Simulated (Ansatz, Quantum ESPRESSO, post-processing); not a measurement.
# Ba: work function by face, part 2 of 2

Which face of Ba holds its electrons most tightly, and does packing explain the order?

Quantum ESPRESSO 7.5; plane-wave DFT, PBE, GBRV ultrasoft pseudopotentials; geometry and cross-check by Ansatz 0.2.0 with PAW datasets.

So far. Step 11 (Potential by pp.x of (100)): On (100) the work function under LDA lies +0.17 eV from PBE's. Step 12 (Geometry from Ansatz of (111)): The relaxation lowers the energy by 7 meV an atom. Held were the atoms numbered 3, 4, 5, 6 and 7; the forces quoted are those on the free ones.

**13. Ground state of (111), PBE**

Level of this step: plane-wave DFT, PBE, GBRV ultrasoft pseudopotentials (Quantum ESPRESSO 7.5).

111.pbe.in

```
&control
  prefix = '111.pbe'
  outdir = './out'
  pseudo_dir = './pseudo'
  calculation = 'scf'
  tprnfor = .true.
/
&system
  ibrav = 0
  nat = 9
  ntyp = 1
  ecutwfc = 40
  ecutrho = 200
  occupations = 'smearing'
  smearing = 'mv'
  degauss = 0.02
/
&electrons
  conv_thr = 1e-07
  mixing_beta = 0.4
  electron_maxstep = 120
  mixing_mode = 'local-TF'
/
ATOMIC_SPECIES
  Ba  137.3270  ba_pbe_v1.uspp.F.UPF
CELL_PARAMETERS angstrom
  7.09935208311468 -0.00000000002887 0.00000000000000
  3.54967604158234 6.14821925437285 0.00000000000000
  0.00000000000000 0.00000000000000 27.59319340530000
ATOMIC_POSITIONS crystal
  Ba  0.333333333333 0.333333333333 0.292816392888
  Ba  0.666666666667 0.666666666667 0.351644830479
  Ba  0.000000000000 0.000000000000 0.394963286500
  Ba  0.333333333333 0.333333333333 0.447481643200
  Ba  0.666666666667 0.666666666667 0.500000000000
  Ba  0.000000000000 0.000000000000 0.552518356800
  Ba  0.333333333333 0.333333333333 0.605036713500
  Ba  0.666666666667 0.666666666667 0.648355200468
  Ba  -0.000000000000 0.000000000000 0.707183517467
K_POINTS automatic
  6 6 1 0 0 0
```

Launch:

```sh
$ OMP_NUM_THREADS=1 mpirun -n 4 pw.x -nk 2 -in 111.pbe.in > 111.pbe.out
```

Wall time 3.5 min (4 MPI ranks of Arm Neoverse V2, shared host); peak memory 3.1 GiB; 14 min of CPU time.

Numbers from this step:

* free energy: -8603.5365 eV
* Fermi energy: 1.599 eV

**14. Potential by pp.x of (111)**

111.pbe.pot.in

```
&inputpp
  prefix = '111.pbe'
  outdir = './out'
  filplot = '111.pbe.pot.dat'
  plot_num = 11
/
```

Launch:

```sh
$ OMP_NUM_THREADS=1 mpirun -n 4 pp.x -in 111.pbe.pot.in > 111.pbe.pot.out
```

Run time: 1.9 s. Hardware: 4 MPI ranks; peak memory 0.58 GiB.

Read from the output:

- work function of the upper face: 2.379 eV
- slope of the potential above: 0.002834 eV/Å
- upper vacuum line continued to the top atoms, over the Fermi level: 2.364 eV
- work function of the lower face: 2.379 eV
- slope of the potential below: -0.002143 eV/Å
- lower vacuum line continued to the bottom atoms, over the Fermi level: 2.367 eV

Electrostatic potential energy of an electron; zero at the Fermi level. Potential energy, planar mean against z:

```
z (Å)  potential energy, planar mean (eV)
    0                                2.38
    1                                2.38
    2                                2.38
    3                                2.38
    4                                2.37
    5                                2.32
    6                                2.07
    7                               0.826
    8                               -1.60
    9                               -2.00
   10                               -2.72
   11                               -2.30
   12                               -2.08
   13                               -2.21
   14                               -2.07
   15                               -2.02
   16                               -2.26
   17                               -2.74
   18                               -2.25
   19                               -1.94
   20                              -0.939
   21                                1.59
   22                                2.21
   23                                2.35
   24                                2.37
   25                                2.38
   26                                2.38
   27                                2.38
```

**15. Self-consistent run of (111), LDA**

Level of this step: plane-wave DFT, LDA, GBRV ultrasoft pseudopotentials (Quantum ESPRESSO 7.5).

111.lda.in is the input of step 13 with these lines changed:

```diff
@@ -1,3 +1,3 @@
 &control
-  prefix = '111.pbe'
+  prefix = '111.lda'
   outdir = './out'
@@ -24,3 +24,3 @@
 ATOMIC_SPECIES
-  Ba  137.3270  ba_pbe_v1.uspp.F.UPF
+  Ba  137.3270  ba_lda_v1.uspp.F.UPF
 CELL_PARAMETERS angstrom
```

Launch:

```sh
$ OMP_NUM_THREADS=1 mpirun -n 4 pw.x -nk 2 -in 111.lda.in > 111.lda.out
```

It took 3.7 min on 4 MPI ranks; peak memory 3.1 GiB.

Read from the output:

```
free energy  : -8611.3541 eV
Fermi energy : 1.403 eV
```

**16. Potential by pp.x of (111)**

111.lda.pot.in

```
&inputpp
  prefix = '111.lda'
  outdir = './out'
  filplot = '111.lda.pot.dat'
  plot_num = 11
/
```

Launch:

```sh
$ OMP_NUM_THREADS=1 mpirun -n 4 pp.x -in 111.lda.pot.in > 111.lda.pot.out
```

It took 1.7 s on 4 MPI ranks; peak memory 0.59 GiB.

This step gave:

- work function of the upper face: 2.547 eV
- slope of the potential above: 0.002323 eV/Å
- upper vacuum line continued to the top atoms, over the Fermi level: 2.534 eV
- work function of the lower face: 2.547 eV
- slope of the potential below: -0.001742 eV/Å
- lower vacuum line continued to the bottom atoms, over the Fermi level: 2.537 eV

On (111) the work function under LDA lies +0.17 eV from PBE's.

**17. The series side by side**

All levels:

```
     level  work function (eV)  Ansatz, PBE (eV)  CPU time (s)
(110), PBE               2.403             2.431         758.2
(110), LDA                2.57                 -         749.4
(100), PBE               2.353             2.358         239.9
(100), LDA               2.526                 -         222.4
(111), PBE               2.379             2.378         827.9
(111), LDA               2.547                 -         895.8
```

**18. By hand**

For (110) under PBE, on the run's own zero: φ = 5.585 − (3.182) = 2.403 eV.

**19. Summary of results**

| Item | Value |
| --- | --- |
| work function of (110), PBE | 2.40 eV |
| work function of (110), LDA | 2.57 eV |
| work function of (100), PBE | 2.35 eV |
| work function of (100), LDA | 2.53 eV |
| work function of (111), PBE | 2.38 eV |
| work function of (111), LDA | 2.55 eV |

**Reading.** Under PBE the work functions are 2.40 eV on (110), 2.38 eV on (111) and 2.35 eV on (100). In order of packing, from 17.82 to 43.65 Å² an atom, the faces are (110), (100) and (111). The work function doesn't follow that order throughout, though the faces out of order lie within 0.1 eV, the error of these thin slabs. LDA lies +0.17 to +0.17 eV from PBE on the same atoms, nearly a rigid shift. The top two spacings change by -2.3 and +0.4 % on (110), +4.5 and -2.3 % on (100) and +12.0 and -17.5 % on (111). Ansatz, with Fermi-Dirac smearing and its own datasets, agrees within 0.03 eV under PBE. The slabs are thin and unreconstructed, at the tabulated lattice constant; thickness and mesh leave some 0.05 to 0.1 eV open.

Computed beside measured:

| quantity | measured | (110), PBE | (100), PBE | (111), PBE |
| --- | --- | --- | --- | --- |
| work function, loosely compared (polycrystalline sample, no single face) (eV) | 2.53 | 2.40 (-0.13 eV) | 2.35 (-0.18 eV) | 2.38 (-0.15 eV) |

Measured values from arxiv:1902.07811 (2019).

How well it matches: A polycrystal averages over faces, so this is a loose comparison.

[Logs are printed without paths, hosts, clocks, repeated set-up lines and the standing remarks that a program may print on its own settings, such as how far it seeks lower states.]

[Hosts, paths, dates, database ids (printed as entryN), source tags and the programs' standing remarks are cut or masked in the printed files.]

[Maps of the electrostatic potential energy from Ansatz leave out the sawtooth potential of an applied field or a dipole correction, so their vacuum need not be flat; planar profiles and work functions include it.]
